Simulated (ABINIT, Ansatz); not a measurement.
# Dielectric function and optical constants of RbZnCl3 (model structure), part 2 of 2

Wanted: where RbZnCl3 (model structure) starts to absorb, how strongly, and its refractive index. The structure is a model built here, which may or may not match a known phase. It was built so: All Cd replaced by Zn and Cs replaced by Rb in the Pm-3m structure of CsCdCl3. The cell is first relaxed with Ansatz.

ABINIT 10.8.3; DFT, PBE, plane waves with norm-conserving potentials (PseudoDojo), scalar-relativistic, independent-particle linear optical response without local fields.

So far: The structure; Relaxation.

### Step 3. Ground state, bands and velocity matrix elements

First the ground state: is it a metal or has it a gap?

This step: DFT, PBE, plane waves with norm-conserving potentials (PseudoDojo), scalar-relativistic, ground state, bands at fixed density and velocity matrix elements (ABINIT 10.8.3).

The input, run.abi:

```
# ground state, bands on a dense mesh, and the derivatives d/dk of the wave functions
ndtset 3

ngkpt1 5 5 5
shiftk1 0.0 0.0 0.0
tolvrs1 1.0d-12
nband1 29
prtden1 1

iscf2 -2
getden2 1
ngkpt2 6 6 6
shiftk2 0.0 0.0 0.0
kptopt2 1
nband2 75
nbdbuf2 4
tolwfr2 1.0d-14

optdriver3 8
wfk_task3 "wfk_ddk"
prtevk3 1
getwfk3 2
getden3 1
iscf3 -2
ngkpt3 6 6 6
shiftk3 0.0 0.0 0.0
kptopt3 1
nband3 75

nshiftk 1
occopt 3
tsmear 0.001837
ecut 45.0
nstep 80
iomode 3
chksymbreak 0
chkprim 0
chksymtnons 0
acell 3*1.0 Angstrom
rprim
  5.007652599600 0.000000000000 0.000000000000
  0.000000000000 5.007652599600 0.000000000000
  0.000000000000 0.000000000000 5.007652599600
natom 5
ntypat 3
znucl 37 30 17
typat 1 2 3 3 3
xred
  1.000000000000 0.000000000000 0.000000000000
  0.500000000000 0.500000000000 0.500000000000
  0.500000000000 0.500000000000 1.000000000000
  0.500000000000 0.000000000000 0.500000000000
  0.000000000000 0.500000000000 0.500000000000
pseudos "Rb.upf, Zn.upf, Cl.upf"
```

Run with:

```
> mpirun -n 4 abinit run.abi
```

Numbers of over 12 decimals in the logs are rounded to 6 here.

What it wrote:

```text
DATASET    1 : space group Pm -3 m (#221); Bravais cP (primitive cubic)
 DATASET    2 : space group Pm -3 m (#221); Bravais cP (primitive cubic)
 DATASET    3 : space group Pm -3 m (#221); Bravais cP (primitive cubic)
            ngfft          60      60      60
                         0.06400    0.19200    0.19200    0.06400
                         0.05556    0.05556    0.05556    0.01389    0.03704    0.11111
                         0.05556    0.11111    0.11111    0.02778    0.03704    0.05556
                         0.05556    0.05556    0.05556    0.01389    0.03704    0.11111
                         0.05556    0.11111    0.11111    0.02778    0.03704    0.05556
== DATASET  1 ==================================================================
 Real(R)+Recip(G) space primitive vectors, cartesian coordinates (Bohr,Bohr^-1):
 R(1)=  9.4630919  0.0000000  0.0000000  G(1)=  0.1056737  0.0000000  0.0000000
 R(2)=  0.0000000  9.4630919  0.0000000  G(2)=  0.0000000  0.1056737  0.0000000
 R(3)=  0.0000000  0.0000000  9.4630919  G(3)=  0.0000000  0.0000000  0.1056737
 Unit cell volume ucvol=  8.4742092E+02 bohr^3
 Angles (23,13,12)=  9.00000000E+01  9.00000000E+01  9.00000000E+01 degrees
 getcut: wavevector=  0.0000  0.0000  0.0000  ngfft=  60  60  60
     iter   Etot(hartree)      deltaE(h)  residm     vres2
 ETOT  1  -266.78762918821    -2.668E+02 2.064E-01 9.904E+04
 ETOT  2  -265.28828199489     1.499E+00 2.519E-01 1.759E+05
 ETOT  3  -283.40483992316    -1.812E+01 1.377E-01 1.795E+04
 ETOT  4  -284.62444847525    -1.220E+00 5.618E-02 9.743E+03
 ETOT  5  -285.18436239468    -5.599E-01 2.639E-02 4.025E+03
 ETOT  6  -285.40700424618    -2.226E-01 1.173E-02 1.852E+03
 ETOT  7  -285.49342219744    -8.642E-02 1.603E-01 9.030E+02
 ETOT  8  -285.54733540458    -5.391E-02 5.741E-02 3.217E+02
 ETOT  9  -285.57359953473    -2.626E-02 1.126E-02 2.329E+01
 ETOT 10  -285.57594519175    -2.346E-03 1.526E-02 5.214E-02
 ETOT 11  -285.57597206197    -2.687E-05 1.013E-02 1.944E-02
 ETOT 12  -285.57597590032    -3.838E-06 5.518E-03 1.119E-03
 ETOT 13  -285.57597604455    -1.442E-07 1.757E-03 3.211E-05
 ETOT 14  -285.57597604851    -3.963E-09 6.952E-04 3.834E-06
 ETOT 15  -285.57597604933    -8.170E-10 6.599E-04 7.405E-08
 ETOT 16  -285.57597604937    -4.059E-11 2.179E-04 9.257E-09
 ETOT 17  -285.57597604935     1.558E-11 1.941E-04 1.758E-10
 ETOT 18  -285.57597604933     2.018E-11 9.122E-05 1.561E-12
 ETOT 19  -285.57597604936    -2.632E-11 6.418E-05 1.544E-13
 At SCF step   19       vres2   =  1.54E-13 < tolvrs=  1.00E-12 =>converged.
 Cartesian components of stress tensor (hartree/bohr^3)
  sigma(1 1)=  6.59390710E-07  sigma(3 2)=  0.00000000E+00
  sigma(2 2)=  6.59390710E-07  sigma(3 1)=  0.00000000E+00
  sigma(3 3)=  6.59390710E-07  sigma(2 1)=  0.00000000E+00
 Mean square residual over all n,k,spin=   42.578E-08; max=  64.179E-06
 Fermi (or HOMO) energy (hartree) =   0.04878   Average Vxc (hartree)=  -0.32585
 Eigenvalues (hartree) for nkpt=  10  k points:
 kpt#   1, nband= 29, wtk=  0.00800, kpt=  0.0000  0.0000  0.0000 (reduced coord)
  -4.54455   -2.85975   -2.85975   -2.85975   -0.86728   -0.48369   -0.45204   -0.45204
  -0.28347   -0.28347   -0.28347   -0.16869   -0.16869   -0.16869   -0.16348   -0.16348
  -0.09001   -0.09001   -0.09001   -0.00561   -0.00561   -0.00561    0.00577    0.00577
   0.00577    0.07223    0.23541    0.27668    0.27668
   2.00000    2.00000    2.00000    2.00000    2.00000    2.00000    2.00000    2.00000
   2.00000    2.00000    2.00000    2.00000    2.00000    2.00000    2.00000    2.00000
   2.00000    2.00000    2.00000    2.00000    2.00000    2.00000    2.00000    2.00000
   2.00000    0.00001    0.00000    0.00000    0.00000
kinetic             :  1.16690761785167E+02
hartree             :  1.21118298872217E+02
xc                  : -4.30567448094111E+01
Ewald energy        : -1.34340730594661E+02
psp_core            :  5.22288538430524E+00
local_psp           : -3.08405269259635E+02
non_local_psp       : -4.28051774246639E+01
internal            : -2.85575976046682E+02
'-kT*entropy'       : -2.67559453591233E-09
total_energy        : -2.85575976049357E+02
total_energy_eV     : -7.77091818685208E+03
 Cartesian components of stress tensor (hartree/bohr^3)
  sigma(1 1)=  6.59390710E-07  sigma(3 2)=  0.00000000E+00
  sigma(2 2)=  6.59390710E-07  sigma(3 1)=  0.00000000E+00
  sigma(3 3)=  6.59390710E-07  sigma(2 1)=  0.00000000E+00
-Cartesian components of stress tensor (GPa)         [Pressure= -1.9400E-02 GPa]
== DATASET  2 ==================================================================
 Real(R)+Recip(G) space primitive vectors, cartesian coordinates (Bohr,Bohr^-1):
 R(1)=  9.4630919  0.0000000  0.0000000  G(1)=  0.1056737  0.0000000  0.0000000
 R(2)=  0.0000000  9.4630919  0.0000000  G(2)=  0.0000000  0.1056737  0.0000000
 R(3)=  0.0000000  0.0000000  9.4630919  G(3)=  0.0000000  0.0000000  0.1056737
 Unit cell volume ucvol=  8.4742092E+02 bohr^3
 Angles (23,13,12)=  9.00000000E+01  9.00000000E+01  9.00000000E+01 degrees
 getcut: wavevector=  0.0000  0.0000  0.0000  ngfft=  60  60  60
 Mean square residual over all n,k,spin=   55.889E-16; max=  99.942E-16
 Eigenvalues (hartree) for nkpt=  20  k points:
 kpt#   1, nband= 75, wtk=  0.00463, kpt=  0.0000  0.0000  0.0000 (reduced coord)
  -4.54455   -2.85975   -2.85975   -2.85975   -0.86728   -0.48369   -0.45204   -0.45204
  -0.28347   -0.28347   -0.28347   -0.16869   -0.16869   -0.16869   -0.16348   -0.16348
  -0.09001   -0.09001   -0.09001   -0.00561   -0.00561   -0.00561    0.00577    0.00577
   0.00577    0.07223    0.23541    0.27668    0.27668    0.31276    0.31276    0.31276
   0.44324    0.44324    0.44324    0.48317    0.48317    0.48317    0.55071    0.55071
   0.57293    0.57293    0.57293    0.61664    0.61664    0.62807    0.65719    0.65719
   0.65719    0.68154    0.68467    0.68467    0.68467    0.70206    0.70206    0.70206
   0.74319    0.74319    0.74319    0.79447    0.84494    0.84494    0.85212    0.90233
   0.92494    0.92494    0.97012    0.97012    0.97012    1.03919    1.03919    1.03919
== DATASET  3 ==================================================================
            ngfft          60      60      60
                         0.06400    0.19200    0.19200    0.06400
                         0.05556    0.05556    0.05556    0.01389    0.03704    0.11111
                         0.05556    0.11111    0.11111    0.02778    0.03704    0.05556
                         0.05556    0.05556    0.05556    0.01389    0.03704    0.11111
                         0.05556    0.11111    0.11111    0.02778    0.03704    0.05556
[shortened to cell, iterations, levels, energies and stress; the echo of variables, forces, comments, warnings and credits are left out]
```

It took 9.1 min on 4 MPI ranks of Intel Xeon Platinum 8375C at 2.90GHz (Ice Lake), shared host; peak memory 0.2 GiB; 36 min of CPU time.

This step gave:

| Quantity | Value |
| --- | --- |
| total energy | -285.6 Ha |
| gap on the k-mesh | 1.391 eV |
| direct gap on the mesh | 1.808 eV |

There is a gap, 1.39 eV on this mesh (points off the mesh can give less), so no carriers' term is needed.

### Step 4. Optical response

With the density converged, the vertical transitions are summed over the zone.

This step: DFT, PBE, plane waves with norm-conserving potentials (PseudoDojo), scalar-relativistic, independent-particle linear optical response without local fields (ABINIT 10.8.3).

The input, optic.abi:

```
&FILES
 ddkfile_1 = 'runo_DS3_1_EVK.nc',
 ddkfile_2 = 'runo_DS3_2_EVK.nc',
 ddkfile_3 = 'runo_DS3_3_EVK.nc',
 wfkfile = 'runo_DS2_WFK.nc'
/
&PARAMETERS
 broadening = 0.001837,
 domega = 0.0020212,
 maxomega = 0.80849,
 scissor = 0.0,
 tolerance = 0.002,
 nband_sum = 71
/
&COMPUTATIONS
 num_lin_comp = 1,
 lin_comp = 11,
 num_nonlin_comp = 0,
 num_linel_comp = 0,
 num_nonlin2_comp = 0
/
```

Run with:

```
> optic optic.abi
```

What it wrote:

```text

 OPTIC has originally been developed by
 S. Sharma, J. K. Dewhurst and C. Ambrosch-Draxl, Phys. Rev. B 67, 165332 (2003), and
 S. Sharma and C. Ambrosch-Draxl, Physica Scripta T 109 (2004).

 rprimd(bohr)      =   9.46309   0.00000   0.00000
                       0.00000   9.46309   0.00000
                       0.00000   0.00000   9.46309
 natom             =       5
 nkpt,mband        =      20      75
 ecut              =  45.00000 Ha
 newocc: new Fermi energy is       0.049431 , with nelect=     50.000000, Number of bisection calls: 27
 Fermi level: 1.3451  (eV)

 fermie            =   0.04943 Ha   1.34509 eV
 Scissor shift     =   0.00000 Ha
 Tolerance on closeness to singularities     =   0.00200 Ha
 Smearing factor      =   0.00184 Ha
 Will use the antiresonant approximation (meaning that the antiresonant terms are neglected)
 Will not perform the bands decomposition
 linear coeffs to be calculated :
 11
 non-linear coeffs to be calculated :

 electronic part of electro-optic coeffs to be calculated :

 non-linear coeffs (V2) to be calculated :

 linear optic matrix elements will be printed :0
 optic : Call pmat2cart
 No scissor shift to be applied. Returning to main optic routine.
 optic : Call linopt
  linopt            1           1
 calculated the component:           1           1   of dielectric function
  with broadening:         (0.000000,1.83700000000000009E-003)
 and scissors shift:   0.000000
 energy window:   152.958282      eV   5.621113      Ha
 optic : Call nlinopt
 optic : Call linelop
 optic : Call nonlinopt

================================================================================

 Calculation completed.
-
program: optic
version: 10.8.3
start_datetime:
end_datetime:
overall_cpu_time:           0.5
overall_wall_time:           0.5
mpi_procs: 1
omp_threads: 1
...
```

It took 1.2 s on 1 thread; peak memory 0.06 GiB.

Numbers from this step:

| Property | Result |
| --- | --- |
| electronic dielectric constant ε∞, mean over x, y and z (by symmetry where fewer were run) | 3.874 |

The Im ε, E ∥ x has structure finer than the step of the table below, so its rows give means over 1 eV, whole bins alone (the curve runs from 0.0550 to 21.9 eV). Peaks (eV: height): 7.1: 4.85, 8.4: 4.82, 8.6: 5.56, 9.2: 5.24, 9.3: 5.20, 9.6: 4.25, 10.1: 4.45.

Sum at mesh points, not converged in k; values under the direct gap are tails of Lorentzian lines. Im ε, E ∥ x against photon energy; means over each step:

photon energy (eV), Im ε, E ∥ x and a bar:
```
        1       0.02 
        2       0.34 ##
        3       0.86 ######
        4       0.89 ######
        5       2.01 ##############
        6       2.48 #################
        7       2.52 #################
        8       3.34 #######################
        9       4.36 ##############################
       10       3.45 ########################
       11       2.67 ##################
       12       3.12 #####################
       13       1.98 ##############
       14       1.41 ##########
       15       1.37 #########
       16       1.74 ############
       17       1.97 #############
       18       1.77 ############
       19       1.13 ########
       20       0.92 ######
       21       0.48 ###
```

The reflectivity at normal incidence, E ∥ x has structure finer than the step of the table below, so its rows give means over 1 eV, whole bins alone (the curve runs from 0.0550 to 21.9 eV). Peaks (eV: height): 12.4: 33.3, 12.7: 31.7, 18.6: 41.7, 19.5: 34.1, 20.5: 45.8, 21.2: 39.0, 21.7: 29.2.

Sum at mesh points, not converged in k. The reflectivity at normal incidence, E ∥ x by photon energy; means over each step:

photon energy (eV), reflectivity at normal incidence, E ∥ x (%) and a bar from the least value:
```
        1       11.1 ##
        2       12.4 ####
        3       11.8 ###
        4       14.0 ######
        5       16.2 #########
        6       15.1 #######
        7       15.0 #######
        8       18.2 ############
        9       22.7 ##################
       10       22.1 #################
       11       16.4 #########
       12       22.9 ##################
       13       21.9 #################
       14       14.8 #######
       15        9.9 
       16       11.1 ##
       17       16.7 #########
       18       21.9 #################
       19       30.2 ############################
       20       24.7 ####################
       21       31.6 ##############################
```

The loss function −Im 1/ε at q → 0, E ∥ x has structure finer than the step of the table below, so its rows give means over 1 eV, whole bins alone (the curve runs from 0.0550 to 21.9 eV). Peaks (eV: height): 13.9: 0.822, 19.6: 1.49, 20.9: 2.02, 21.3: 2.75, 21.7: 2.71.

Sum at mesh points, not converged in k; values under the direct gap are tails of Lorentzian lines. Loss function −Im 1/ε at q → 0, E ∥ x against energy loss; means over each step:

energy loss (eV), loss function −Im 1/ε at q → 0, E ∥ x and a bar:
```
        1       0.00 
        2       0.02 
        3       0.05 #
        4       0.04 #
        5       0.08 #
        6       0.12 ##
        7       0.14 ##
        8       0.13 ##
        9       0.19 ###
       10       0.28 #####
       11       0.33 ######
       12       0.31 #####
       13       0.50 #########
       14       0.68 ############
       15       0.61 ##########
       16       0.46 ########
       17       0.50 ########
       18       0.56 ##########
       19       0.75 #############
       20       1.01 #################
       21       1.76 ##############################
```

At chosen wavelengths:

```csv
wavelength (nm),n,k,R (%),1/α
1064,2.01,0.004,11.2,19 µm
800,2.07,0.016,12.1,4.1 µm
633,1.96,0.045,10.6,1.1 µm
532,2.16,0.045,13.4,939 nm
450,2.23,0.170,14.8,210 nm
365,1.91,0.061,9.8,478 nm
193,2.19,0.646,17.3,24 nm
```

Below the direct gap, k and the depth come from the tails of the Lorentzian lines, not from transitions.

Rows near the edge hang on the gap, which this functional as a rule makes too small, and phonon-assisted absorption is left out.

### Step 5. Results

```json
{"electronic dielectric constant ε∞, mean over x, y and z (by symmetry where fewer were run) (independent particles)": "3.87"}
```

**Reading.** At this level (PBE, independent particles) RbZnCl3 has ε∞ = 3.87 and n = 1.98 at 1550 nm. The cell grew by 7.4 % in volume. On the mesh the gap is 1.39 eV and the least direct gap 1.81 eV, so on this mesh the band edges lie at different points. Excitons and phonon-assisted transitions are missing, and so are local fields; PBE gaps are as a rule too small, which pulls the onset down and ε∞ up. The sum runs over mesh points 0.21 Å⁻¹ apart with no interpolation, so peaks are partly noise of the mesh and static values carry its error. Besides steps told in other documents, this task had 1 run with a known fault of program or setting; those not told in a step above aren't shown.

[Logs are printed without paths, hosts, clocks, repeated set-up lines and the standing remarks that a program may print on its own settings, such as how far it seeks lower states.]

[Hosts, paths, dates, database ids (printed as entryN), source tags and the programs' standing remarks are cut or masked in the printed files.]
